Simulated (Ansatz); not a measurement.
# Work function of K(110): what the settings cost and change

How thick a slab and how much vacuum does the work function of K(110) need?

Calculated with Ansatz 0.2.0; plane-wave DFT, PBE, Ansatz PAW.

Report form: the programs' logs are mostly left out.

### 1. The structure

The cell holds 1 atom: 1 K. Cell: a = 4.529 Å, b = 4.529 Å, c = 18.000 Å, α = 90.0°, β = 90.0°, γ = 70.5°. Vacuum lies along c.

### 2. Slab, setting 1 layer

A work function rests on the faint tail of the density, so the SCF threshold is tight. The slab grows from one layer, at fixed mesh and 18 Å of vacuum; then the vacuum is varied on one slab.

input.yaml

```yaml
crystal:
  lattice:
    - [3.6981684656, -2.615, 0.0]
    - [3.6981684656, 2.615, 0.0]
    - [0.0, 0.0, 18.0]
  atoms:
    - { symbol: K, position: [0.0, 0.0, 0.5] }
kpoints:
  mp_grid: { grid: [10, 10, 1] }
hamiltonian:
  xc: pbe
scf:
  occupations: { method: fermi_dirac, width: 0.1 }
  convergence: { dr2_threshold: 1.0e-09 }
efield:
  axis: 3
  dipole_correction: true
  ramp_position: 0.97
  ramp_width: 0.06
output:
  write_potential: true
  write_density: true
  volumetric_format: npy
  elf: true
```

On the command line:

```sh
$ ansatz run input.yaml --threads 2 --pin off --max-ram 3072MiB --backend cpu --events-out ev --progress --plain --runs-dir out
```

The job ended after 17 s (2 threads of Arm Neoverse N1, shared host; peak memory 0.52 GiB).

This step gave:

| Item | Value |
| --- | --- |
| energy at zero smearing | -1537.5293 eV |
| work function, upper face | 2.447 eV |

Running mean over 3.698 Å of the planar mean; the ramp of the sawtooth is left out. Table of electron's electrostatic potential energy less the Fermi level by z:

```
z (Å)  electron's electrostatic potential energy less the Fermi level (eV)
 2.88                                                                 2.45
 3.31                                                                 2.44
 3.74                                                                 2.44
 4.18                                                                 2.43
 4.61                                                                 2.41
 5.04                                                                 2.38
 5.47                                                                 2.31
 5.90                                                                 2.18
 6.19                                                                 2.04
 6.62                                                                 1.62
 7.06                                                                0.870
 7.49                                                               0.0393
 7.92                                                               -0.525
 8.35                                                               -0.774
 8.78                                                               -0.874
 9.22                                                               -0.874
 9.65                                                               -0.774
10.08                                                               -0.525
10.51                                                               0.0393
10.94                                                                0.870
11.38                                                                 1.62
11.81                                                                 2.04
12.10                                                                 2.18
12.53                                                                 2.31
12.96                                                                 2.38
13.39                                                                 2.41
13.82                                                                 2.43
14.26                                                                 2.44
14.69                                                                 2.44
15.12                                                                 2.45
```

Valence density in the ca plane at fractional y = 0.000, with atoms of K within 0.2 Å of it. It is the smooth field of the valence electrons, not physical close to the nuclei.

Values in e/Å³, 6 rows by 16 columns, each cell a mean:
```
0.0 0.0 0.0 0.0 0.0 0.0 0.0 1.3 1.8 0.0 0.0 0.0 0.0 0.0 0.0 0.0
0.0 0.0 0.0 0.0 0.0 0.0 0.0 0.1 0.1 0.0 0.0 0.0 0.0 0.0 0.0 0.0
0.0 0.0 0.0 0.0 0.0 0.0 0.0 0.0 0.0 0.0 0.0 0.0 0.0 0.0 0.0 0.0
0.0 0.0 0.0 0.0 0.0 0.0 0.0 0.0 0.0 0.0 0.0 0.0 0.0 0.0 0.0 0.0
0.0 0.0 0.0 0.0 0.0 0.0 0.0 0.2 0.3 0.0 0.0 0.0 0.0 0.0 0.0 0.0
0.0 0.0 0.0 0.0 0.0 0.0 0.0 1.7 2.4 0.1 0.0 0.0 0.0 0.0 0.0 0.0
```
Columns run along c (18.0 Å), rows up along a (4.5 Å). Atoms in or near the plane, at fractional coordinates: K at (0.50, 0.00).

Electrostatic potential energy in the ca plane at fractional y = 0.000, with atoms of K within 0.2 Å of it. With pseudopotentials it is smooth inside the atoms' cores, unlike the true potential.

Ten even steps from '0' (-17 eV) to '9' (1 eV), each cell a mean:
```
99999999999999999985000027899999999999999999
99999999999999999987300158899999999999999999
99999999999999999998755678999999999999999999
99999999999999999999888889999999999999999999
99999999999999999999999999999999999999999999
99999999999999999999999999999999999999999999
99999999999999999999988899999999999999999999
99999999999999999998877789999999999999999999
99999999999999999987522478999999999999999999
99999999999999999986100047899999999999999999
99999999999999999985000027899999999999999999
```
Columns run along c (18.0 Å; values clipped at the 3rd and 97th percentile), rows up along a (4.5 Å). Atoms in or near the plane, at fractional coordinates: K at (0.50, 0.00).

ELF in the ca plane at fractional y = 0.000, with atoms of K within 0.2 Å of it. It is the smooth field of the valence electrons, not physical close to the nuclei.

Ten even steps from '0' (0.00) to '9' (0.86), each cell a mean:
```
00000000000000110005998982001100000000000000
00000000000000111002799951001100000000000000
00000000000000122100245310012100000000000000
00000000000000123310000001233100000000000000
00000000000000124554222234553200000000000000
00000000000000124565433456653200000000000000
00000000000000124432110112443200000000000000
00000000000000122200012100122100000000000000
00000000000000111001578620012100000000000000
00000000000000111004999971001100000000000000
00000000000000110016987983001100000000000000
```
Columns run along c (18.0 Å), rows up along a (4.5 Å). Atoms in or near the plane, at fractional coordinates: K at (0.50, 0.00).

The work function is 2.447 eV.

### 3. Slab, 2 atoms

System of this step: K(110). The cell holds 2 atoms: 2 K. Its edges and angles: a = 4.529 Å, b = 4.529 Å, c = 21.698 Å, α = 90.0°, β = 90.0°, γ = 70.5°. Vacuum lies along c.

input.yaml, the sections that differ from step 2:

```yaml
crystal:
  lattice:
    - [3.6981684656, -2.615, 0.0]
    - [3.6981684656, 2.615, 0.0]
    - [0.0, 0.0, 21.6981684656]
  atoms:
    - { symbol: K, position: [0.0, 0.0, 0.4147815524] }
    - { symbol: K, position: [0.5, 0.5, 0.5852184476] }
output:
  write_potential: true
  write_density: true
  volumetric_format: npy
# kpoints, hamiltonian, scf, efield: as in step 2
```

Run time: 26 s. Hardware: 2 threads; peak memory 0.55 GiB; 39 s of CPU time.

The work function is 2.444 eV, -0.003 eV from the run “1 layer”, at 1.4 times its CPU time.

### 4. Run, 3 atoms

System of this step: K(110). The cell holds 3 atoms: 3 K. Cell: a = 4.529 Å, b = 4.529 Å, c = 25.396 Å, α = 90.0°, β = 90.0°, γ = 70.5°. Vacuum lies along c.

input.yaml, the sections that differ from step 3:

```yaml
crystal:
  lattice:
    - [3.6981684656, -2.615, 0.0]
    - [3.6981684656, 2.615, 0.0]
    - [0.0, 0.0, 25.3963369312]
  atoms:
    - { symbol: K, position: [0.0, 0.0, 0.3543818159] }
    - { symbol: K, position: [0.5, 0.5, 0.5] }
    - { symbol: K, position: [0.0, 0.0, 0.6456181841] }
# kpoints, hamiltonian, scf, efield, output: as in step 3
```

Elapsed: 41 s, on 2 threads; peak memory 0.67 GiB.

The work function is 2.429 eV, -0.015 eV from the run “2 layers”, at 1.6 times its CPU time.

### 5. Slab, 4 atoms

System of this step: K(110). The cell holds 4 atoms: 4 K. Cell: a = 4.529 Å, b = 4.529 Å, c = 29.095 Å, α = 90.0°, β = 90.0°, γ = 70.5°. Vacuum lies along c.

input.yaml, the sections that differ from step 4:

```yaml
crystal:
  lattice:
    - [3.6981684656, -2.615, 0.0]
    - [3.6981684656, 2.615, 0.0]
    - [0.0, 0.0, 29.0945053968]
  atoms:
    - { symbol: K, position: [0.0, 0.0, 0.3093367589] }
    - { symbol: K, position: [0.5, 0.5, 0.4364455863] }
    - { symbol: K, position: [0.0, 0.0, 0.5635544137] }
    - { symbol: K, position: [0.5, 0.5, 0.6906632411] }
# kpoints, hamiltonian, scf, efield, output: as in step 4
```

It took 52 s on 2 threads; peak memory 0.78 GiB; 86 s of CPU time.

The work function is 2.405 eV, -0.024 eV from the run “3 layers”, at 1.4 times its CPU time.

### 6. Slab, 5 atoms

System of this step: K(110). The cell holds 5 atoms: 5 K. Its edges and angles: a = 4.529 Å, b = 4.529 Å, c = 32.793 Å, α = 90.0°, β = 90.0°, γ = 70.5°. Vacuum lies along c.

input.yaml, the sections that differ from step 5:

```yaml
crystal:
  lattice:
    - [3.6981684656, -2.615, 0.0]
    - [3.6981684656, 2.615, 0.0]
    - [0.0, 0.0, 32.7926738624]
  atoms:
    - { symbol: K, position: [0.0, 0.0, 0.2744515448] }
    - { symbol: K, position: [0.5, 0.5, 0.3872257724] }
    - { symbol: K, position: [0.0, 0.0, 0.5] }
    - { symbol: K, position: [0.5, 0.5, 0.6127742276] }
    - { symbol: K, position: [0.0, 0.0, 0.7255484552] }
# kpoints, hamiltonian, scf, efield, output: as in step 5
```

Wall time 80 s (2 threads); peak memory 0.96 GiB; 2.1 min of CPU time.

The work function is 2.398 eV, -0.007 eV from the run “4 layers”, at 1.5 times its CPU time.

### 7. Run, 6 atoms

System of this step: K(110). The cell holds 6 atoms: 6 K. Its edges and angles: a = 4.529 Å, b = 4.529 Å, c = 36.491 Å, α = 90.0°, β = 90.0°, γ = 70.5°. Vacuum lies along c.

input.yaml, the sections that differ from step 6:

```yaml
crystal:
  lattice:
    - [3.6981684656, -2.615, 0.0]
    - [3.6981684656, 2.615, 0.0]
    - [0.0, 0.0, 36.490842328]
  atoms:
    - { symbol: K, position: [0.0, 0.0, 0.2466372225] }
    - { symbol: K, position: [0.5, 0.5, 0.3479823335] }
    - { symbol: K, position: [0.0, 0.0, 0.4493274445] }
    - { symbol: K, position: [0.5, 0.5, 0.5506725555] }
    - { symbol: K, position: [0.0, 0.0, 0.6520176665] }
    - { symbol: K, position: [0.5, 0.5, 0.7533627775] }
# kpoints, hamiltonian, scf, efield, output: as in step 6
```

Run time: 1.7 min. Hardware: 2 threads; peak memory 1.1 GiB; 2.8 min of CPU time.

The work function is 2.389 eV, -0.009 eV from the run “5 layers”, at 1.3 times its CPU time.

### 8. Slab, 8 atoms

System of this step: K(110). The cell holds 8 atoms: 8 K. Cell: a = 4.529 Å, b = 4.529 Å, c = 43.887 Å, α = 90.0°, β = 90.0°, γ = 70.5°. Vacuum lies along c.

input.yaml, the sections that differ from step 7:

```yaml
crystal:
  lattice:
    - [3.6981684656, -2.615, 0.0]
    - [3.6981684656, 2.615, 0.0]
    - [0.0, 0.0, 43.8871792592]
  atoms:
    - { symbol: K, position: [0.0, 0.0, 0.2050712794] }
    - { symbol: K, position: [0.5, 0.5, 0.2893366281] }
    - { symbol: K, position: [0.0, 0.0, 0.3736019769] }
    - { symbol: K, position: [0.5, 0.5, 0.4578673256] }
    - { symbol: K, position: [0.0, 0.0, 0.5421326744] }
    - { symbol: K, position: [0.5, 0.5, 0.6263980231] }
    - { symbol: K, position: [0.0, 0.0, 0.7106633719] }
    - { symbol: K, position: [0.5, 0.5, 0.7949287206] }
# kpoints, hamiltonian, scf, efield, output: as in step 7
```

It took 2.9 min on 2 threads; peak memory 1.5 GiB.

The work function is 2.394 eV, +0.005 eV from the run “6 layers”, at 1.8 times its CPU time.

### 9. Slab, 10 atoms

System of this step: K(110). The cell holds 10 atoms: 10 K. Its edges and angles: a = 4.529 Å, b = 4.529 Å, c = 51.284 Å, α = 90.0°, β = 90.0°, γ = 70.5°. Vacuum lies along c.

input.yaml, the sections that differ from step 8:

```yaml
crystal:
  lattice:
    - [3.6981684656, -2.615, 0.0]
    - [3.6981684656, 2.615, 0.0]
    - [0.0, 0.0, 51.2835161905]
  atoms:
    - { symbol: K, position: [0.0, 0.0, 0.1754949869] }
    - { symbol: K, position: [0.5, 0.5, 0.247607212] }
    - { symbol: K, position: [0.0, 0.0, 0.3197194371] }
    - { symbol: K, position: [0.5, 0.5, 0.3918316623] }
    - { symbol: K, position: [0.0, 0.0, 0.4639438874] }
    - { symbol: K, position: [0.5, 0.5, 0.5360561126] }
    - { symbol: K, position: [0.0, 0.0, 0.6081683377] }
    - { symbol: K, position: [0.5, 0.5, 0.6802805629] }
    - { symbol: K, position: [0.0, 0.0, 0.752392788] }
    - { symbol: K, position: [0.5, 0.5, 0.8245050131] }
# kpoints, hamiltonian, scf, efield, output: as in step 8
```

The job ended after 4.4 min (2 threads; peak memory 2.1 GiB).

The work function is 2.394 eV, -0.000 eV from the run “8 layers”, at 1.6 times its CPU time.

### 10. Slab, 13 atoms

System of this step: K(110). The cell holds 13 atoms: 13 K. Cell: a = 4.529 Å, b = 4.529 Å, c = 62.378 Å, α = 90.0°, β = 90.0°, γ = 70.5°. Vacuum lies along c.

input.yaml, the sections that differ from step 9:

```yaml
crystal:
  lattice:
    - [3.6981684656, -2.615, 0.0]
    - [3.6981684656, 2.615, 0.0]
    - [0.0, 0.0, 62.3780215873]
  atoms:
    - { symbol: K, position: [0.0, 0.0, 0.1442815878] }
    - { symbol: K, position: [0.5, 0.5, 0.2035679899] }
    - { symbol: K, position: [0.0, 0.0, 0.2628543919] }
    - { symbol: K, position: [0.5, 0.5, 0.3221407939] }
    - { symbol: K, position: [0.0, 0.0, 0.3814271959] }
    - { symbol: K, position: [0.5, 0.5, 0.440713598] }
    - { symbol: K, position: [0.0, 0.0, 0.5] }
    - { symbol: K, position: [0.5, 0.5, 0.559286402] }
    - { symbol: K, position: [0.0, 0.0, 0.6185728041] }
    - { symbol: K, position: [0.5, 0.5, 0.6778592061] }
    - { symbol: K, position: [0.0, 0.0, 0.7371456081] }
    - { symbol: K, position: [0.5, 0.5, 0.7964320101] }
    - { symbol: K, position: [0.0, 0.0, 0.8557184122] }
# kpoints, hamiltonian, scf, efield, output: as in step 9
```

It took 6.3 min on 2 threads; peak memory 2.2 GiB; 12 min of CPU time.

The work function is 2.394 eV, +0.000 eV from the run “10 layers”, at 1.5 times its CPU time.

### 11. Run, 7 atoms

System of this step: K(110). The cell holds 7 atoms: 7 K. Its edges and angles: a = 4.529 Å, b = 4.529 Å, c = 32.189 Å, α = 90.0°, β = 90.0°, γ = 70.5°. Vacuum lies along c.

input.yaml, the sections that differ from step 10:

```yaml
crystal:
  lattice:
    - [3.6981684656, -2.615, 0.0]
    - [3.6981684656, 2.615, 0.0]
    - [0.0, 0.0, 32.1890107936]
  atoms:
    - { symbol: K, position: [0.0, 0.0, 0.1553325149] }
    - { symbol: K, position: [0.5, 0.5, 0.2702216766] }
    - { symbol: K, position: [0.0, 0.0, 0.3851108383] }
    - { symbol: K, position: [0.5, 0.5, 0.5] }
    - { symbol: K, position: [0.0, 0.0, 0.6148891617] }
    - { symbol: K, position: [0.5, 0.5, 0.7297783234] }
    - { symbol: K, position: [0.0, 0.0, 0.8446674851] }
# kpoints, hamiltonian, scf, efield, output: as in step 10
```

The job ended after 84 s (2 threads; peak memory 0.91 GiB).

The work function is 2.323 eV. The program marks this work function as in doubt.

### 12. Slab, 7 atoms

The cell differs from the one that the last finished run ended in (c 32.189 → 36.189 Å).

input.yaml, the sections that differ from step 11:

```yaml
crystal:
  lattice:
    - [3.6981684656, -2.615, 0.0]
    - [3.6981684656, 2.615, 0.0]
    - [0.0, 0.0, 36.1890107936]
  atoms:
    - { symbol: K, position: [0.0, 0.0, 0.1934288848] }
    - { symbol: K, position: [0.5, 0.5, 0.2956192565] }
    - { symbol: K, position: [0.0, 0.0, 0.3978096283] }
    - { symbol: K, position: [0.5, 0.5, 0.5] }
    - { symbol: K, position: [0.0, 0.0, 0.6021903717] }
    - { symbol: K, position: [0.5, 0.5, 0.7043807435] }
    - { symbol: K, position: [0.0, 0.0, 0.8065711152] }
# kpoints, hamiltonian, scf, efield, output: as in step 11
```

It took 2 min on 2 threads; peak memory 1.2 GiB.

The work function is 2.388 eV, +0.064 eV from the run “7 layers, 10 Å of vacuum”, at 1.4 times its CPU time. The program marks this work function as in doubt.

### 13. Run, 7 atoms (run 2)

The cell differs from the one that the last finished run ended in (c 36.189 → 48.189 Å).

input.yaml, the sections that differ from step 12:

```yaml
crystal:
  lattice:
    - [3.6981684656, -2.615, 0.0]
    - [3.6981684656, 2.615, 0.0]
    - [0.0, 0.0, 48.1890107936]
  atoms:
    - { symbol: K, position: [0.0, 0.0, 0.2697710492] }
    - { symbol: K, position: [0.5, 0.5, 0.3465140328] }
    - { symbol: K, position: [0.0, 0.0, 0.4232570164] }
    - { symbol: K, position: [0.5, 0.5, 0.5] }
    - { symbol: K, position: [0.0, 0.0, 0.5767429836] }
    - { symbol: K, position: [0.5, 0.5, 0.6534859672] }
    - { symbol: K, position: [0.0, 0.0, 0.7302289508] }
# kpoints, hamiltonian, scf, efield, output: as in step 12
```

It took 2.5 min on 2 threads; peak memory 1.6 GiB; 4.5 min of CPU time.

The work function is 2.391 eV, +0.003 eV from the run “7 layers, 14 Å of vacuum”, at 1.3 times its CPU time.

### 14. Comparing the runs

Times are for 2 threads of Arm Neoverse N1, shared host. The runs compared:

```csv
no.,setting,"work function, upper face (eV)",time,memory (GiB)
1,1 layer,2.447,17 s,0.52
2,2 layers,2.444,26 s,0.55
3,3 layers,2.429,41 s,0.67
4,4 layers,2.405,52 s,0.78
5,5 layers,2.398,80 s,0.96
6,6 layers,2.389,1.7 min,1.1
7,8 layers,2.394,2.9 min,1.5
8,10 layers,2.394,4.4 min,2.1
9,13 layers,2.394,6.3 min,2.2
10,"7 layers, 10 Å of vacuum",2.323,84 s,0.91
11,"7 layers, 14 Å of vacuum",2.388,2 min,1.2
12,"7 layers, 26 Å of vacuum",2.391,2.5 min,1.6
```

### 15. The same run with other settings

System of this step: K(110) monolayer. The cell holds 1 atom: 1 K. Its edges and angles: a = 4.529 Å, b = 4.529 Å, c = 18.000 Å, α = 90.0°, β = 90.0°, γ = 70.5°. Vacuum lies along c.

An input spoilt on purpose, to show how the run answers: it repeats the earlier run “1 layer” with efield.amplitude to 0 and efield.dipole_correction from true to false, and scf.max_iter set to 100; its output block differs too.

input.yaml, the sections that differ from step 13:

```yaml
crystal:
  lattice:
    - [3.6981684656, -2.615, 0.0]
    - [3.6981684656, 2.615, 0.0]
    - [0.0, 0.0, 18.0]
  atoms:
    - { symbol: K, position: [0.0, 0.0, 0.5] }
scf:
  occupations: { method: fermi_dirac, width: 0.1 }
  convergence: { dr2_threshold: 1.0e-09 }
  max_iter: 100
efield:
  axis: 3
  dipole_correction: false
  ramp_position: 0.97
  ramp_width: 0.06
  amplitude: 0
# kpoints, hamiltonian, output: as in step 13
```

The job ended after 0.02 s (2 threads; peak memory 0.09 GiB).

The program refused the input before any cycle.

The program's message: “Error: invalid value for `efield.amplitude`: is zero with dipole_correction: false — the section would apply nothing; set a non-zero amplitude, enable dipole_correction, or remove the block”

The fault put into the input: a field block that applies nothing.

### 16. Outcome

| Quantity | Value |
| --- | --- |
| work function, 1 layer | 2.447 eV |
| work function, 6 layers | 2.389 eV |
| work function, 13 layers | 2.394 eV |
| work function, 7 layers, 10 Å of vacuum | 2.323 eV |

The thickest slab gives 2.39 eV, and the settings tried spread the value from 2.32 to 2.45 eV. At 18 Å of vacuum, the slabs from 2 layers on stay within 0.05 eV of the thickest. Going from 10 to 26 Å of vacuum moves it by 0.068 eV. The program marks the value as in doubt in “7 layers, 10 Å of vacuum” and “7 layers, 14 Å of vacuum”. The ladder's slabs use the tabulated experimental lattice constant (two decimals; a low-temperature value for the alkali metals). In 2 runs of the series (7 layers, 10 Å of vacuum and 7 layers, 14 Å of vacuum) the program warns that electrons reach the sawtooth's ramp, which makes dipole and work function less sure.

[Logs are printed without paths, hosts, clocks, repeated set-up lines and the standing remarks that a program may print on its own settings, such as how far it seeks lower states.]

[Hosts, paths, dates, database ids (printed as entryN), source tags and the programs' standing remarks are cut or masked in the printed files.]

[Maps of the electrostatic potential energy from Ansatz leave out the sawtooth potential of an applied field or a dipole correction, so their vacuum need not be flat; planar profiles and work functions include it.]
